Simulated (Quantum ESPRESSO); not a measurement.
## V (Im-3m): pw.x, ph.x and EPW

The plan: phonons and Wannier functions of V (Im-3m), and, if the interpolated phonons are stable, its coupling and resistivity.

Calculated with Quantum ESPRESSO 7.5; DFT PBE, scalar-relativistic, plane waves, PseudoDojo 0.4.1 norm-conserving pseudopotentials.

## 1. The structure

Symmetry: Im-3m, No. 229, cubic system. Conventional cell: a = 3.029 Å, b = 3.029 Å, c = 3.029 Å, α = 90.00°, β = 90.00°, γ = 90.00°. V has 8 V at 2.62 Å nearest.

## 2. Relaxation

The cell is relaxed under the functional used for all that follows.

Input file relax.in:

```
&CONTROL
  calculation   = 'vc-relax'
  prefix        = 'x'
  outdir        = './tmp'
  pseudo_dir    = './pseudo'
  tprnfor       = .true.
  tstress       = .true.
  etot_conv_thr = 1.0d-05
  forc_conv_thr = 4.0d-04
/
&SYSTEM
  ibrav       = 0
  nat         = 1
  ntyp        = 1
  ecutwfc     = 84.0
  occupations = 'smearing'
  smearing    = 'mv'
  degauss     = 0.02
/
&ELECTRONS
  conv_thr = 1.0d-11
/
&IONS
/
&CELL
  press_conv_thr = 0.4
/
ATOMIC_SPECIES
 V      50.9415  V.upf
CELL_PARAMETERS angstrom
    -1.514350000    1.514350000    1.514350000
     1.514350000   -1.514350000    1.514350000
     1.514350000    1.514350000   -1.514350000
ATOMIC_POSITIONS crystal
 V      0.000000000   0.000000000   0.000000000
K_POINTS automatic
 12 12 12 0 0 0
```

Command:

```
$ OMP_NUM_THREADS=1 mpirun -n 8 pw.x -nk 8 -in relax.in > relax.out
```

The program printed:

```text
Program PWSCF v.7.5

     This program is part of the open-source Quantum ESPRESSO suite
     for quantum simulation of materials; please cite
         "P. Giannozzi et al., J. Phys.:Condens. Matter 21 395502 (2009);
         "P. Giannozzi et al., J. Phys.:Condens. Matter 29 465901 (2017);
         "P. Giannozzi et al., J. Chem. Phys. 152 154105 (2020);
     in publications or presentations arising from this work. More details at

     Message from routine setup:
     using ibrav=0 with symmetry is DISCOURAGED, use correct ibrav instead

     G-vector sticks info
     --------------------
     sticks:   dense  smooth     PW     G-vecs:    dense   smooth      PW
     Sum         623     623    221                 9861     9861    2123

     Using Slab Decomposition

     bravais-lattice index     =            0
     lattice parameter (alat)  =       4.9566  a.u.
     unit-cell volume          =      93.7423 (a.u.)^3
     number of atoms/cell      =            1
     number of atomic types    =            1
     number of electrons       =        13.00
     number of Kohn-Sham states=           11
     kinetic-energy cutoff     =      84.0000  Ry
     charge density cutoff     =     336.0000  Ry
     scf convergence threshold =      1.0E-11
     mixing beta               =       0.7000
     number of iterations used =            8  plain     mixing
     energy convergence thresh.=      1.0E-05
     force convergence thresh. =      4.0E-04
     press convergence thresh. =      4.0E-01
     Exchange-correlation= PBE
                           (   1   4   3   4   0   0   0)
     nstep                     =           50

     celldm(1)=   4.956621  celldm(2)=   0.000000  celldm(3)=   0.000000
     celldm(4)=   0.000000  celldm(5)=   0.000000  celldm(6)=   0.000000

     crystal axes: (cart. coord. in units of alat)
               a(1) = (  -0.577350   0.577350   0.577350 )
               a(2) = (   0.577350  -0.577350   0.577350 )
               a(3) = (   0.577350   0.577350  -0.577350 )
[...]
number of Kohn-Sham states=           11
     number of k points=    72  Marzari-Vanderbilt smearing, width (Ry)=  0.0200
     estimated scf accuracy    <       0.06812223 Ry
     estimated scf accuracy    <       0.05067032 Ry
     estimated scf accuracy    <       0.00008639 Ry
     estimated scf accuracy    <       0.00002113 Ry
     estimated scf accuracy    <       0.00001032 Ry
     estimated scf accuracy    <       0.00000065 Ry
     estimated scf accuracy    <          8.4E-09 Ry
     estimated scf accuracy    <          2.1E-09 Ry
     estimated scf accuracy    <          1.9E-10 Ry
     estimated scf accuracy    <       0.00000002 Ry
     estimated scf accuracy    <          7.5E-10 Ry
     estimated scf accuracy    <          2.2E-10 Ry
     estimated scf accuracy    <          8.9E-12 Ry
     estimated scf accuracy    <          1.2E-12 Ry
     the Fermi energy is    16.7032 ev
!    total energy              =    -147.61642861 Ry
     estimated scf accuracy    <          6.5E-15 Ry
     convergence has been achieved in  13 iterations
          total   stress  (Ry/bohr**3)                   (kbar)     P=        0.20
   JOB DONE.
```

The job ended after 14 s (8 MPI ranks of Arm Neoverse N1, shared host; 1.9 min of CPU time).

This run has no spin polarisation, although V can carry a moment.

This step gave:

* free energy: -2008.4238 eV
* pressure: 0.02 GPa
* volume per atom: 13.46 Å³/atom

The volume ends at 13.46 Å³ an atom, -3.1 % from the start.

## 3. Ground state

Linear response needs a tightly converged ground state.

Input file scf.in:

```
&CONTROL
  calculation = 'scf'
  prefix      = 'x'
  outdir      = './tmp'
  pseudo_dir  = './pseudo'
  tprnfor     = .true.
  tstress     = .true.
/
&SYSTEM
  ibrav       = 0
  nat         = 1
  ntyp        = 1
  ecutwfc     = 84.0
  occupations = 'smearing'
  smearing    = 'mv'
  degauss     = 0.02
/
&ELECTRONS
  conv_thr = 1.0d-12
/
ATOMIC_SPECIES
 V      50.9415  V.upf
CELL_PARAMETERS angstrom
    -1.498484100    1.498484100    1.498484100
     1.498484100   -1.498484100    1.498484100
     1.498484100    1.498484100   -1.498484100
ATOMIC_POSITIONS crystal
 V      0.000000000   0.000000000   0.000000000
K_POINTS automatic
 12 12 12 0 0 0
```

Command:

```
$ OMP_NUM_THREADS=1 mpirun -n 8 pw.x -nk 8 -in scf.in > scf.out
```

The program printed:

```text
[banner, memory and clock lines left out]
[...]
number of Kohn-Sham states=           11
     number of k points=    72  Marzari-Vanderbilt smearing, width (Ry)=  0.0200
     estimated scf accuracy    <       0.06553734 Ry
     estimated scf accuracy    <       0.04442851 Ry
     estimated scf accuracy    <       0.00008298 Ry
     estimated scf accuracy    <       0.00002032 Ry
     estimated scf accuracy    <       0.00000931 Ry
     estimated scf accuracy    <       0.00000053 Ry
     estimated scf accuracy    <          6.9E-09 Ry
     estimated scf accuracy    <          1.7E-09 Ry
     estimated scf accuracy    <          1.4E-10 Ry
     the Fermi energy is    16.7032 ev
!    total energy              =    -147.61642861 Ry
     estimated scf accuracy    <          9.2E-14 Ry
     convergence has been achieved in  10 iterations
          total   stress  (Ry/bohr**3)                   (kbar)     P=        0.20
```

Elapsed: 4.4 s, on 8 MPI ranks; 34 s of CPU time.

Numbers from this step:

| Item | Value |
| --- | --- |
| Fermi energy | 16.70 eV |

The Fermi level lies at 16.70 eV and the pressure is 0.02 GPa.

(Continued in part 2 of 3.)

[The logs of pw.x and epw.x are selected lines.]

[Logs are printed without paths, hosts, clocks, repeated set-up lines and the standing remarks that a program may print on its own settings, such as how far it seeks lower states.]

[Hosts, paths, dates, database ids (printed as entryN), source tags and the programs' standing remarks are cut or masked in the printed files.]
